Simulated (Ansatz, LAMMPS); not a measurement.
# Elastic response of glassy 77SiO2-6B2O3-8CaO-8MgO (mol %) (142 atoms): runs compared

Aim: relax glassy 77SiO2-6B2O3-8CaO-8MgO (mol %) (142 atoms), then change its volume and shape to read moduli from the stress.

Computed with Ansatz 0.2.0: Kohn-Sham DFT, PBE, PAW (set soft_2), plane waves.

## Step 1: The cell

The cell holds 142 atoms: 37 Si, 6 B, 4 Ca, 4 Mg and 91 O. Its edges and angles: a = 12.465 Å, b = 12.465 Å, c = 12.465 Å, α = 90.0°, β = 90.0°, γ = 90.0°. 142 atoms (37 Si, 6 B, 4 Ca, 4 Mg, 91 O) placed at random at 2.31 g/cm³, melted at 3000 K for 20 ps at fixed volume with the Buckingham and Coulomb pair potential of Guillot and Sator (Geochim. Cosmochim. Acta 71, 1249 (2007)) with the boron terms of Wang et al. (J. Non-Cryst. Solids 498, 294 (2018)). Quenched from 3000 K to 300 K at 10 K/ps and fixed volume, held 10 ps at zero pressure.

What the set-up can't give: The quench rate of 10 K/ps is orders of magnitude faster than experiment, which tends to freeze in extra defects. The network of bonds at the start is that of the classical potential that made the cell, and needn't be the one that DFT or experiment would give. The Brillouin zone is sampled at Γ only.

## Step 2: The reference run

The reference is a single point at the end of the relaxation.

Every strained cell starts from the geometry of this run, and its atoms are relaxed with the cell held.

Its input, with most atom lines left out:

```yaml
crystal:
  lattice:
    - [12.67786, 0.14167, -0.01582]
    - [0.14167, 12.95453, 0.01851]
    - [-0.01582, 0.01851, 12.30661]
  atoms:
    - { symbol: Si, position: [0.11594, 0.18188, 0.49531] }
    - { symbol: Si, position: [0.90699, 0.59018, 0.81814] }
    - { symbol: Si, position: [0.64912, 0.72706, 0.57326] }
    - { symbol: Si, position: [0.93443, 0.53205, 0.48343] }
    - { symbol: Si, position: [0.33779, 0.27904, 0.45721] }
    - { symbol: Si, position: [0.22865, 0.20655, 0.10948] }
    - { symbol: Si, position: [0.56415, 0.21886, 0.8933] }
    [... atom lines 8 to 142 left out ...]
kpoints:
  mp_grid: { grid: [1, 1, 1] }
hamiltonian:
  xc: pbe
scf:
  occupations: { method: fixed }
output:
  forces: true
  stress: true
  populations: true
  dos:
    method: { smearing: { sigma: 0.08 } }
    de: 0.1
    projected: { site_lists: { B: [B], Ca: [Ca], Mg: [Mg], O: [O], Si: [Si] } }
  eigenvalues: true
  write_density: true
  write_potential: true
  volumetric_format: npy
  elf: true
```

| Property | Result |
| --- | --- |
| free energy per atom | -642.3692 eV/atom |
| r.m.s. force component | 0.00403 eV/Å |
| pressure | 6.98e-5 GPa |

Filled and empty levels are parted by 3.78 eV (at Γ alone); a semilocal functional tends to put such gaps too low. In a disordered cell it changes from sample to sample, and tail or defect levels can set it.

## Step 3: The runs

Each row is one run, on 4 threads of Intel Xeon 6975P-C (Granite Rapids), shared host. The free energy is the program's total, comparable only between runs with the same functional and atoms.

| run | atoms | outcome | relaxation steps | free energy (eV) | time | host memory (GiB) |
| --- | --- | --- | --- | --- | --- | --- |
| Single point at the start | 142 | converged | - | -91204.136 | 12 s | 2.7 |
| Cell and atoms relaxed | 142 | converged | 28 | -91216.425 | 5.7 min | 2.9 |
| Single point at the relaxed geometry | 142 | converged | - | -91216.425 | 27 s | 3.1 |
| Volume -3 % | 142 | converged | 11 | -91216.146 | 3 min | 3.1 |
| Volume +3 % | 142 | converged | 16 | -91216.160 | 4.1 min | 3.2 |
| Volume -6 % | 142 | converged | 15 | -91215.278 | 3.5 min | 3.0 |
| Volume +6 % | 142 | converged | 12 | -91215.400 | 3.3 min | 3.3 |
| Volume -10 % | 142 | converged | 16 | -91213.080 | 3.9 min | 2.9 |
| Stretched by 1 % along x | 142 | converged | 4 | -91216.353 | 60 s | 3.2 |
| Compressed by 1 % along x | 142 | converged | 9 | -91216.358 | 2.3 min | 3.1 |
| Sheared by 2 % in xy | 142 | converged | 7 | -91216.345 | 1.8 min | 3.1 |

In some runs the program notes that the exchange-correlation potential is rough where the density is thin and the SCF threshold is loose for the stress.

## Step 4: Pressure against volume

Atoms are relaxed at each volume, in the scaled cell.

| volume change (%) | volume (Å³/atom) | energy change (meV/atom) | pressure (GPa) | largest move on relaxing (Å) | bonds | gap (eV) |
| --- | --- | --- | --- | --- | --- | --- |
| -10 | 12.809 | 23.56 | 5.61 | 0.61 | 215 | 4.05 |
| -6 | 13.378 | 8.08 | 3.16 | 0.34 | 215 | 3.94 |
| -3 | 13.805 | 1.96 | 1.51 | 0.15 | 213 | 3.87 |
| +0 | 14.232 | 0.00 | 0.00 | - | 211 | 3.78 |
| +3 | 14.659 | 1.86 | -1.37 | 0.14 | 210 | 3.70 |
| +6 | 15.086 | 7.22 | -2.59 | 0.33 | 209 | 3.61 |

## Step 5: Uniaxial strain and shear

Stress (GPa, compression positive) less that of the relaxed cell, atoms relaxed:

| strain | xx | yy | zz | xy | energy change (meV/atom) |
| --- | --- | --- | --- | --- | --- |
| stretched by 1 % along x | -1.166 | -0.319 | -0.367 | 0.081 | 0.51 |
| compressed by 1 % along x | 1.062 | 0.242 | 0.315 | -0.057 | 0.47 |
| sheared by 2 % in xy | 0.115 | 0.114 | -0.043 | -0.639 | 0.56 |

## Step 6: What came out

The bulk modulus, from the slope of pressure against ln V over the three points nearest the relaxed volume, is 47.9 GPa; a quadratic over all points gives a pressure derivative of about 2.2. The count of bonds runs from 209 to 215 over the series, so at some points contacts cross the cutoffs. At -10 % some atom moved by over 0.5 Å on relaxing, so those points may sit in another local minimum. The gap changes by -2.6 eV per unit of ln V, on the run's k-points. In the Cartesian axes of the cell, finite differences give C11 = 111, C12 = 28.0, C13 = 34.1 and C66 = 32.0 GPa (the shear of 2 % is the engineering strain, εxy = 0.01). The mean of C11, C12 and C13, which equals the bulk modulus in a cubic or isotropic solid, is 57.8 GPa: it lies 21 % over the bulk modulus from the volumes. For an isotropic solid C66 would equal (C11 − C12)/2 = 41.7 GPa; so small a sample needn't be isotropic, and C66 rests on one shear. With the bulk modulus and C66 as K and G, Young's modulus would be about 78 GPa and Poisson's ratio 0.23.

**Limits.** Strains are finite and relaxations stop at the force tolerance of the input, which can leave moduli too stiff; they are those of a static cell at zero temperature. Volumes are changed with the cell's shape held, so in an anisotropic solid the modulus lies over the one under free hydrostatic load. The program notes that the SCF threshold of the relaxations is loose for the stress.

The DFT runs together took 29 min of wall time.

[Long decimals in the printed logs are rounded to 6 places.]

[Logs are printed without paths, hosts, clocks, repeated set-up lines and the standing remarks that a program may print on its own settings, such as how far it seeks lower states.]

[Hosts, paths, dates, database ids (printed as entryN), source tags and the programs' standing remarks are cut or masked in the printed files.]
